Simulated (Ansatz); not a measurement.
**How Mo(110) screens a field**

Where does the screening charge of Mo(110) sit?

Method: plane-wave DFT, PBE, Ansatz PAW, in Ansatz 0.2.0.

### Step 1. Starting point

The cell holds 5 atoms: 5 Mo. Its edges and angles: a = 2.728 Å, b = 2.728 Å, c = 26.910 Å, α = 90.0°, β = 90.0°, γ = 70.5°. Vacuum lies along c.

### Step 2. Single point, field 0

A sawtooth potential applies the field, turning back in the middle of the vacuum. With the dipole correction the typed value is the field outside the slab. The induced dipole is small, so the SCF threshold is tight.

The input, input.yaml:

```yaml
crystal:
  lattice:
    - [2.2273863607, -1.575, 0.0]
    - [2.2273863607, 1.575, 0.0]
    - [0.0, 0.0, 26.909545443]
  atoms:
    - { symbol: Mo, position: [0.0, 0.0, 0.33445381] }
    - { symbol: Mo, position: [0.5, 0.5, 0.417226905] }
    - { symbol: Mo, position: [0.0, 0.0, 0.5] }
    - { symbol: Mo, position: [0.5, 0.5, 0.582773095] }
    - { symbol: Mo, position: [0.0, 0.0, 0.66554619] }
kpoints:
  mp_grid: { grid: [20, 20, 1] }
hamiltonian:
  xc: pbe
scf:
  occupations: { method: fermi_dirac, width: 0.1 }
  convergence: { dr2_threshold: 1.0e-10 }
efield:
  axis: 3
  dipole_correction: true
  ramp_position: 0.97
  ramp_width: 0.06
  amplitude: 0
output:
  forces: true
  write_potential: true
  write_density: true
  volumetric_format: npy
```

Run with:

```sh
ansatz run input.yaml --threads 2 --pin off --max-ram 3072MiB --backend cpu --events-out ev --progress --plain --runs-dir out
```

The program printed:

```text
Engine: ansatz 0.2.0, aarch64-unknown-linux-gnu
Pseudopotentials: kind: paw
Pseudopotential: Mo, paw, valence charge 14, recommended cutoff 420 eV (normal), Mo.paw.azcp
Functional definition: PBE
  parameter kappa = 0.804
  parameter beta = 0.066725
  exchange = pbe_x(kappa = kappa, mu = beta*pi^2/3)
  correlation = pbe_c(beta = beta)
Crystal: 5 atoms, lattice volume = 188.805 Å³
Basis set: ecut = 420 eV, 3751 PW (Γ), exchange–correlation on 40×40×360 points (8 copies of the dense FFT grid, shifted against one another)
Bands: 42, of which v1, the nominal top of the filled ones, is band 35 counted from 1 (34 counted from 0)
Symmetry: 4 space group operations
k-points: 111 of 400
Non-local potential: Mo, projectors of the file, l = 0: 3, l = 1: 2, l = 2: 2, l = 3: 1
PAW form: soft (Blöchl's): semilocal exchange-correlation on the pseudo side does not see the compensation charge
PAW one-centre angular grid: Mo, 590 points (default); XC on 64 Gauss nodes
Initial density: superposition of atomic densities (neutral atoms: chi_scale 0, normalization atom), corrected by the library's trained network
Initial wavefunctions: pseudopotential atomic-orbital guess
Functional: x = pbe(κ = 0.804, μ = 0.219515), c = pbe(β = 0.066725)
SCF iter   1: F=—  HF=-24777.659028 eV  |F-HF|=—  |Δ(HF+E_count)|=         —  Δρ=3.96e-3  dr2=2.36e-1  ethr=1.77e-3  p=0.000 e·Å  D=8.91e-14 V/Å  ΔV_dip=-0.00 eV  dr2_dipole=5.09e-7  V_vac-E_F(+/−)=4.88/4.88 eV  ⟨swp⟩=8.9  Hψ=49101  notcnv=0  defer=16
efield: sawtooth ramp at fractional position 0.9700 (set: `efield.ramp_position`, or a place that a band, a saddle search or an elastic batch's reference lends), width 0.0600; the density the first Hamiltonian is built on has a dipole p = 0.000 e·Å; the dipole correction subtracts the counter field D = 8.91e-14 V/Å, which shifts the + side's vacuum level by -0.00 eV against the − side's; the planar-averaged density in the ramp window peaks in size at 2.0e-5 e/Å³
automatic band count: the SCF goes on with 49 bands, as 42 were too few: the levels above may hold too much charge
preconditioner: auto → LDOS  [metal: Δε(μ)=0.012 eV  Ē_g=5.045 eV  σ=0.100 eV  W_gap=0.03  n_scr=18 (ndim 8)  ℏωp=14.8 eV  f_vac=0.522  D(μ)=4.63/eV (n_scr^D=18)  β→1.0]
SCF iter   2: F=—  HF=-24777.653792 eV  |F-HF|=—  |Δ(HF+E_count)|=   5.24e-3  Δρ=1.78e-3  dr2=1.75e-2  ethr=3.37e-4  p=0.000 e·Å  D=5.96e-6 V/Å  ΔV_dip=-0.00 eV  dr2_dipole=5.91e-7  V_vac-E_F(+/−)=4.68/4.68 eV  ⟨swp⟩=1.7  Hψ=6733  notcnv=0  defer=43
SCF iter   3: F=—  HF=-24777.651611 eV  |F-HF|=—  |Δ(HF+E_count)|=   2.18e-3  Δρ=4.25e-4  dr2=1.34e-3  ethr=2.50e-5  p=0.000 e·Å  D=3.08e-6 V/Å  ΔV_dip=-0.00 eV  dr2_dipole=3.21e-8  V_vac-E_F(+/−)=4.69/4.69 eV  ⟨swp⟩=2.2  Hψ=7564  notcnv=0  defer=43
SCF iter   4: F=—  HF=-24777.651479 eV  |F-HF|=—  |Δ(HF+E_count)|=   1.32e-4  Δρ=1.19e-4  dr2=5.24e-5  ethr=1.92e-6  p=0.000 e·Å  D=2.38e-6 V/Å  ΔV_dip=-0.00 eV  dr2_dipole=2.68e-9  V_vac-E_F(+/−)=4.67/4.67 eV  ⟨swp⟩=2.1  Hψ=7299  notcnv=0  defer=43
SCF iter   5: F=—  HF=-24777.651554 eV  |F-HF|=—  |Δ(HF+E_count)|=   7.53e-5  Δρ=4.64e-5  dr2=1.50e-5  ethr=7.49e-8  p=0.000 e·Å  D=1.59e-6 V/Å  ΔV_dip=-0.00 eV  dr2_dipole=1.51e-12  V_vac-E_F(+/−)=4.66/4.66 eV  ⟨swp⟩=3.1  Hψ=9167  notcnv=0  defer=43
SCF iter   6: F=—  HF=-24777.651555 eV  |F-HF|=—  |Δ(HF+E_count)|=   2.38e-7  Δρ=1.61e-5  dr2=2.06e-6  ethr=2.15e-8  p=0.000 e·Å  D=6.88e-7 V/Å  ΔV_dip=-0.00 eV  dr2_dipole=4.76e-12  V_vac-E_F(+/−)=4.66/4.66 eV  ⟨swp⟩=2.0  Hψ=6926  notcnv=0  defer=43
SCF iter   7: F=—  HF=-24777.651642 eV  |F-HF|=—  |Δ(HF+E_count)|=   8.71e-5  Δρ=4.19e-6  dr2=7.51e-8  ethr=2.95e-9  p=0.000 e·Å  D=2.53e-7 V/Å  ΔV_dip=-0.00 eV  dr2_dipole=8.49e-12  V_vac-E_F(+/−)=4.65/4.65 eV  ⟨swp⟩=2.1  Hψ=6792  notcnv=0  defer=43
SCF iter   8: F=—  HF=-24777.651642 eV  |F-HF|=—  |Δ(HF+E_count)|=   7.23e-8  Δρ=1.31e-6  dr2=6.43e-9  ethr=1.07e-10  p=0.000 e·Å  D=5.46e-8 V/Å  ΔV_dip=-0.00 eV  dr2_dipole=2.83e-16  V_vac-E_F(+/−)=4.65/4.65 eV  ⟨swp⟩=3.0  Hψ=10244  notcnv=0  defer=41
SCF iter   9: F=—  HF=-24777.651642 eV  |F-HF|=—  |Δ(HF+E_count)|=   7.16e-9  Δρ=4.63e-7  dr2=7.89e-10  ethr=9.19e-12  p=0.000 e·Å  D=2.06e-8 V/Å  ΔV_dip=-0.00 eV  dr2_dipole=1.43e-14  V_vac-E_F(+/−)=4.65/4.65 eV  ⟨swp⟩=2.9  Hψ=10118  notcnv=0  defer=39
SCF iter  10: F=-24777.651642 eV  HF=-24777.651642 eV  |F-HF|=1.13e-10  |Δ(HF+E_count)|=  8.73e-11  Δρ=1.27e-7  dr2=5.42e-11  ethr=1.00e-12  p=0.000 e·Å  D=4.43e-9 V/Å  ΔV_dip=-0.00 eV  dr2_dipole=2.97e-15  V_vac-E_F(+/−)=4.65/4.65 eV  ⟨swp⟩=12.6  Hψ=33286  notcnv=0
SCF 1 converged in 10 iterations: F = -24777.651642 eV  dr2 = 5.42e-11
  greatest PAW one-centre occupation: 0.998 electrons in one spin orbital (limit 2), on the Mo atom at site 0 (counted from 0), in its partial waves of l = 0
WARN: The output density's exchange-correlation potential varies sharply where the density is thin. Do not read a vacuum level from v_tot or v_xc, or from such a field of the output density. On a cell that repeats whose density bears no net charge and no dipole along the vacuum's axis use v_es (v_loc + v_h of the components); under efield.dipole_correction with no amplitude use v_es + v_field, which holds any externa [...]
SCF converged after 10 iterations
Free energy (F): -24777.651642 eV
Harris-Foulkes:  -24777.651642 eV  (|F-HF|=1.13e-10)
Internal energy: -24777.500317 eV  (E = F + TS)
E sigma→0 (E₀):  -24777.575979 eV
Entropy (-TS):   -0.151325 eV (-30.265 meV/atom)
Fermi energy:    6.095020 eV
Dipole field:    D = 0.000000 V/Å  (p = 0.000000 e·Å, saw-weighted, corrected)
Work function:   Φ+ = 4.6537 eV   Φ− = 4.6537 eV
Levels:          The Fermi level and band energies are counted from a zero that moves with the ramp; work functions are not
--- Per-component energies (eV) ---
  E_band       = -1316.758219
  E_kinetic    = 2198.605513
  E_local      = -103004.755242  (includes V_loc(G=0)·N_el)
  E_nonlocal   = 715.474977
  E_hartree    = 50316.915393
  E_xc         = -913.731123
  E_vxc        = -1139.969571  (∫ρ·V_xc dr)
  E_paw        = -16006.439507  (= ΣΔE_a)
  E_vpaw       = -719.943271  (= ΣTr[D̂ρ^β])
  E_aug_tail   = 0.000214  (compensation charges beyond the density's cutoff)
  E_efield     = 0.000000  (sawtooth field / dipole correction)
  E_vefield    = 0.000000  (∫n·V_field dr)
  E_ewald      = 41916.429458
  E_smearing   = -0.151325  (= −TS)
  E_closure    = -0.000000  (closes the sum)
  Σ components = -24777.651642   (vs F -24777.651642, Δ=0.00e0)
--- Forces (eV/Å), atoms counted from 1 ---
  atom   1  Mo     0.00000000     0.00000000     0.52274765
  atom   2  Mo     0.00000000     0.00000000    -0.64268223
  atom   3  Mo     0.00000000     0.00000000    -0.00000005
  atom   4  Mo     0.00000000     0.00000000     0.64268226
  atom   5  Mo     0.00000000     0.00000000    -0.52274765
  max |Σ_I F_I| component: 2.23e-8 eV/Å
--- Band table (eV; the first three rows and the last of 111) ---
  k-point 0: bands = [... 31 lower, 4.6396, 4.7254, 5.0482, 5.2871, 6.0183, 6.4259, 7.1932, 7.3557, ... 10 higher]
  k-point 1: bands = [... 31 lower, 4.5962, 4.7625, 5.0768, 5.2239, 6.0846, 6.2973, 6.9897, 7.1869, ... 10 higher]
  k-point 2: bands = [... 31 lower, 4.5288, 4.8455, 4.9449, 5.3534, 5.8636, 6.4127, 6.4436, 7.0560, ... 10 higher]
  k-point 110: bands = [... 31 lower, 5.6691, 6.6469, 6.6595, 6.8738, 7.4202, 7.5147, 7.8626, 8.6015, ... 10 higher]
```

Wall time 2.4 min (2 threads of Arm Neoverse N1, shared host); peak memory 0.89 GiB; 4.4 min of CPU time.

In the SCF lines HF is the Harris–Foulkes energy and dr2 the Hartree energy of the density residual, in eV; the loop may stop once dr2 is under the threshold and the program's other checks hold. Hψ counts applications of the Hamiltonian.

Read from the output:

```yaml
energy_at_zero_smearing: -24777.5760 eV
work_function_upper_face: 4.654 eV
dipole_along_the_normal: 8.33e-8 e·Å
```

Running mean over 2.227 Å of the planar mean; the ramp of the sawtooth is left out. The electron's electrostatic potential energy less the Fermi level by z:

```
z (Å)  electron's electrostatic potential energy less the Fermi level (eV)
  3.5                                                                 4.65
  4.0                                                                 4.65
  4.5                                                                 4.65
  5.0                                                                 4.64
  5.5                                                                 4.61
  6.0                                                                 4.51
  6.5                                                                 4.19
  7.0                                                                 3.17
  7.5                                                               -0.143
  8.0                                                                -5.99
  8.5                                                                -10.8
  9.0                                                                -12.4
  9.5                                                                -12.6
 10.0                                                                -12.7
 10.5                                                                -12.8
 11.0                                                                -12.9
 11.5                                                                -12.9
 12.0                                                                -12.9
 12.5                                                                -12.9
 13.0                                                                -12.9
 13.5                                                                -12.9
 14.0                                                                -12.9
 14.5                                                                -12.9
 15.0                                                                -12.9
 15.5                                                                -12.9
 16.0                                                                -12.8
 16.5                                                                -12.8
 17.0                                                                -12.7
 17.5                                                                -12.6
 18.0                                                                -12.3
 18.5                                                                -10.2
 19.0                                                                -4.89
 19.5                                                                0.684
 20.0                                                                 3.46
 20.5                                                                 4.29
 21.0                                                                 4.54
 21.5                                                                 4.62
 22.0                                                                 4.64
 22.5                                                                 4.65
 23.0                                                                 4.65
 23.5                                                                 4.65
```

Force by atom:

```
atom  x (eV/Å)  y (eV/Å)  z (eV/Å)   size
 Mo1     0.000     0.000     0.523  0.523
 Mo2     0.000     0.000    -0.643  0.643
 Mo3     0.000     0.000     0.000  0.000
 Mo4     0.000     0.000     0.643  0.643
 Mo5     0.000     0.000    -0.523  0.523
```

The work function of the upper face is 4.65 eV.

### Step 3. Single point, field 0.05 V/Å

Changes to input.yaml since step 2:

```diff
@@ -23,3 +23,3 @@
   ramp_width: 0.06
-  amplitude: 0
+  amplitude: 0.05
 output:
```

The program printed:

```text
[...]
Crystal: 5 atoms, lattice volume = 188.805 Å³
Basis set: ecut = 420 eV, 3751 PW (Γ), exchange–correlation on 40×40×360 points (8 copies of the dense FFT grid, shifted against one another)
Bands: 42, of which v1, the nominal top of the filled ones, is band 35 counted from 1 (34 counted from 0)
Symmetry: 4 space group operations
k-points: 111 of 400
[...]
k-point 0: bands = [... 31 lower, 4.6394, 4.7252, 5.0480, 5.2869, 6.0181, 6.4257, 7.1930, 7.3555, ... 10 higher]
  k-point 1: bands = [... 31 lower, 4.5960, 4.7623, 5.0767, 5.2237, 6.0845, 6.2971, 6.9895, 7.1867, ... 10 higher]
  k-point 2: bands = [... 31 lower, 4.5286, 4.8453, 4.9447, 5.3532, 5.8635, 6.4121, 6.4439, 7.0558, ... 10 higher]
  k-point 110: bands = [... 31 lower, 5.6689, 6.6467, 6.6593, 6.8737, 7.4201, 7.5145, 7.8624, 8.6013, ... 10 higher]
[key lines of the parts left out:]
SCF converged after 14 iterations
Free energy (F): -24777.652271 eV
Fermi energy:    6.094859 eV
Dipole field:    D = 0.024106 V/Å  (p = 0.025152 e·Å, saw-weighted, corrected)
```

Elapsed: 3.1 min, on 2 threads; peak memory 0.87 GiB; 5.8 min of CPU time.

The dipole is 0.0252 e·Å.

### Step 4. Single point, field -0.05 V/Å

Changes to input.yaml since step 3:

```diff
@@ -23,3 +23,3 @@
   ramp_width: 0.06
-  amplitude: 0.05
+  amplitude: -0.05
 output:
```

The program printed:

```text
[...]
Crystal: 5 atoms, lattice volume = 188.805 Å³
Basis set: ecut = 420 eV, 3751 PW (Γ), exchange–correlation on 40×40×360 points (8 copies of the dense FFT grid, shifted against one another)
Bands: 42, of which v1, the nominal top of the filled ones, is band 35 counted from 1 (34 counted from 0)
Symmetry: 4 space group operations
k-points: 111 of 400
[...]
k-point 0: bands = [... 31 lower, 4.6394, 4.7252, 5.0480, 5.2869, 6.0181, 6.4257, 7.1930, 7.3555, ... 10 higher]
  k-point 1: bands = [... 31 lower, 4.5960, 4.7623, 5.0767, 5.2237, 6.0845, 6.2971, 6.9895, 7.1867, ... 10 higher]
  k-point 2: bands = [... 31 lower, 4.5286, 4.8453, 4.9447, 5.3532, 5.8635, 6.4121, 6.4439, 7.0558, ... 10 higher]
  k-point 110: bands = [... 31 lower, 5.6689, 6.6467, 6.6593, 6.8737, 7.4201, 7.5145, 7.8624, 8.6013, ... 10 higher]
[key lines of the parts left out:]
SCF converged after 14 iterations
Free energy (F): -24777.652271 eV
Fermi energy:    6.094859 eV
Dipole field:    D = -0.024106 V/Å  (p = -0.025152 e·Å, saw-weighted, corrected)
```

Wall time 3.1 min (2 threads); peak memory 0.87 GiB; 5.8 min of CPU time.

The dipole is -0.0252 e·Å.

### Step 5. Single point, field 0.1 V/Å

Changes to input.yaml since step 4:

```diff
@@ -23,3 +23,3 @@
   ramp_width: 0.06
-  amplitude: -0.05
+  amplitude: 0.1
 output:
```

The program printed:

```text
[...]
Crystal: 5 atoms, lattice volume = 188.805 Å³
Basis set: ecut = 420 eV, 3751 PW (Γ), exchange–correlation on 40×40×360 points (8 copies of the dense FFT grid, shifted against one another)
Bands: 42, of which v1, the nominal top of the filled ones, is band 35 counted from 1 (34 counted from 0)
Symmetry: 4 space group operations
k-points: 111 of 400
[...]
k-point 0: bands = [... 31 lower, 4.6390, 4.7247, 5.0475, 5.2864, 6.0176, 6.4251, 7.1926, 7.3550, ... 10 higher]
  k-point 1: bands = [... 31 lower, 4.5955, 4.7618, 5.0762, 5.2231, 6.0840, 6.2965, 6.9891, 7.1862, ... 10 higher]
  k-point 2: bands = [... 31 lower, 4.5281, 4.8448, 4.9442, 5.3527, 5.8629, 6.4103, 6.4447, 7.0553, ... 10 higher]
  k-point 110: bands = [... 31 lower, 5.6684, 6.6462, 6.6588, 6.8732, 7.4196, 7.5140, 7.8620, 8.6009, ... 10 higher]
[key lines of the parts left out:]
SCF converged after 14 iterations
Free energy (F): -24777.654157 eV
Fermi energy:    6.094368 eV
Dipole field:    D = 0.048214 V/Å  (p = 0.050306 e·Å, saw-weighted, corrected)
```

Elapsed: 2.8 min, on 2 threads; peak memory 0.87 GiB; 5.6 min of CPU time.

The dipole is 0.0503 e·Å.

### Step 6. Single point, field -0.1 V/Å

Changes to input.yaml since step 5:

```diff
@@ -23,3 +23,3 @@
   ramp_width: 0.06
-  amplitude: 0.1
+  amplitude: -0.1
 output:
```

The program printed:

```text
[...]
Crystal: 5 atoms, lattice volume = 188.805 Å³
Basis set: ecut = 420 eV, 3751 PW (Γ), exchange–correlation on 40×40×360 points (8 copies of the dense FFT grid, shifted against one another)
Bands: 42, of which v1, the nominal top of the filled ones, is band 35 counted from 1 (34 counted from 0)
Symmetry: 4 space group operations
k-points: 111 of 400
[...]
k-point 0: bands = [... 31 lower, 4.6390, 4.7247, 5.0475, 5.2864, 6.0176, 6.4251, 7.1926, 7.3550, ... 10 higher]
  k-point 1: bands = [... 31 lower, 4.5955, 4.7618, 5.0762, 5.2231, 6.0840, 6.2965, 6.9891, 7.1862, ... 10 higher]
  k-point 2: bands = [... 31 lower, 4.5281, 4.8448, 4.9442, 5.3527, 5.8629, 6.4103, 6.4447, 7.0553, ... 10 higher]
  k-point 110: bands = [... 31 lower, 5.6684, 6.6462, 6.6588, 6.8732, 7.4196, 7.5140, 7.8620, 8.6009, ... 10 higher]
[key lines of the parts left out:]
SCF converged after 14 iterations
Free energy (F): -24777.654157 eV
Fermi energy:    6.094368 eV
Dipole field:    D = -0.048214 V/Å  (p = -0.050306 e·Å, saw-weighted, corrected)
```

Elapsed: 2.8 min, on 2 threads; peak memory 0.88 GiB; 5.6 min of CPU time.

The dipole is -0.0503 e·Å.

### Step 7. Atoms held, field 0.2 V/Å

Changes to input.yaml since step 6:

```diff
@@ -23,3 +23,3 @@
   ramp_width: 0.06
-  amplitude: -0.1
+  amplitude: 0.2
 output:
```

The program printed:

```text
[...]
Crystal: 5 atoms, lattice volume = 188.805 Å³
Basis set: ecut = 420 eV, 3751 PW (Γ), exchange–correlation on 40×40×360 points (8 copies of the dense FFT grid, shifted against one another)
Bands: 42, of which v1, the nominal top of the filled ones, is band 35 counted from 1 (34 counted from 0)
Symmetry: 4 space group operations
k-points: 111 of 400
[...]
k-point 0: bands = [... 31 lower, 4.6372, 4.7227, 5.0456, 5.2842, 6.0156, 6.4226, 7.1908, 7.3528, ... 10 higher]
  k-point 1: bands = [... 31 lower, 4.5935, 4.7597, 5.0742, 5.2210, 6.0820, 6.2940, 6.9875, 7.1843, ... 10 higher]
  k-point 2: bands = [... 31 lower, 4.5261, 4.8426, 4.9424, 5.3505, 5.8608, 6.4039, 6.4474, 7.0534, ... 10 higher]
  k-point 110: bands = [... 31 lower, 5.6664, 6.6443, 6.6569, 6.8713, 7.4176, 7.5121, 7.8600, 8.5989, ... 10 higher]
[key lines of the parts left out:]
SCF converged after 14 iterations
Free energy (F): -24777.661704 eV
Fermi energy:    6.092393 eV
Dipole field:    D = 0.096443 V/Å  (p = 0.100629 e·Å, saw-weighted, corrected)
```

Wall time 2.8 min (2 threads); peak memory 0.87 GiB.

The dipole is 0.101 e·Å.

### Step 8. Single point, field -0.2 V/Å

Changes to input.yaml since step 7:

```diff
@@ -23,3 +23,3 @@
   ramp_width: 0.06
-  amplitude: 0.2
+  amplitude: -0.2
 output:
```

The program printed:

```text
[...]
Crystal: 5 atoms, lattice volume = 188.805 Å³
Basis set: ecut = 420 eV, 3751 PW (Γ), exchange–correlation on 40×40×360 points (8 copies of the dense FFT grid, shifted against one another)
Bands: 42, of which v1, the nominal top of the filled ones, is band 35 counted from 1 (34 counted from 0)
Symmetry: 4 space group operations
k-points: 111 of 400
[...]
k-point 0: bands = [... 31 lower, 4.6372, 4.7227, 5.0456, 5.2842, 6.0156, 6.4226, 7.1908, 7.3528, ... 10 higher]
  k-point 1: bands = [... 31 lower, 4.5935, 4.7597, 5.0742, 5.2210, 6.0820, 6.2940, 6.9875, 7.1843, ... 10 higher]
  k-point 2: bands = [... 31 lower, 4.5261, 4.8426, 4.9424, 5.3505, 5.8608, 6.4039, 6.4474, 7.0534, ... 10 higher]
  k-point 110: bands = [... 31 lower, 5.6664, 6.6443, 6.6569, 6.8713, 7.4176, 7.5121, 7.8600, 8.5989, ... 10 higher]
[key lines of the parts left out:]
SCF converged after 14 iterations
Free energy (F): -24777.661704 eV
Fermi energy:    6.092393 eV
Dipole field:    D = -0.096443 V/Å  (p = -0.100629 e·Å, saw-weighted, corrected)
```

It took 2.8 min on 2 threads; peak memory 0.88 GiB.

The dipole is -0.101 e·Å.

[end of part 1 of 2]

[Long decimals in the printed logs are rounded to 6 places.]

[Logs are printed without paths, hosts, clocks, repeated set-up lines and the standing remarks that a program may print on its own settings, such as how far it seeks lower states.]

[Hosts, paths, dates, database ids (printed as entryN), source tags and the programs' standing remarks are cut or masked in the printed files.]

[Maps of the electrostatic potential energy from Ansatz leave out the sawtooth potential of an applied field or a dipole correction, so their vacuum need not be flat; planar profiles and work functions include it.]
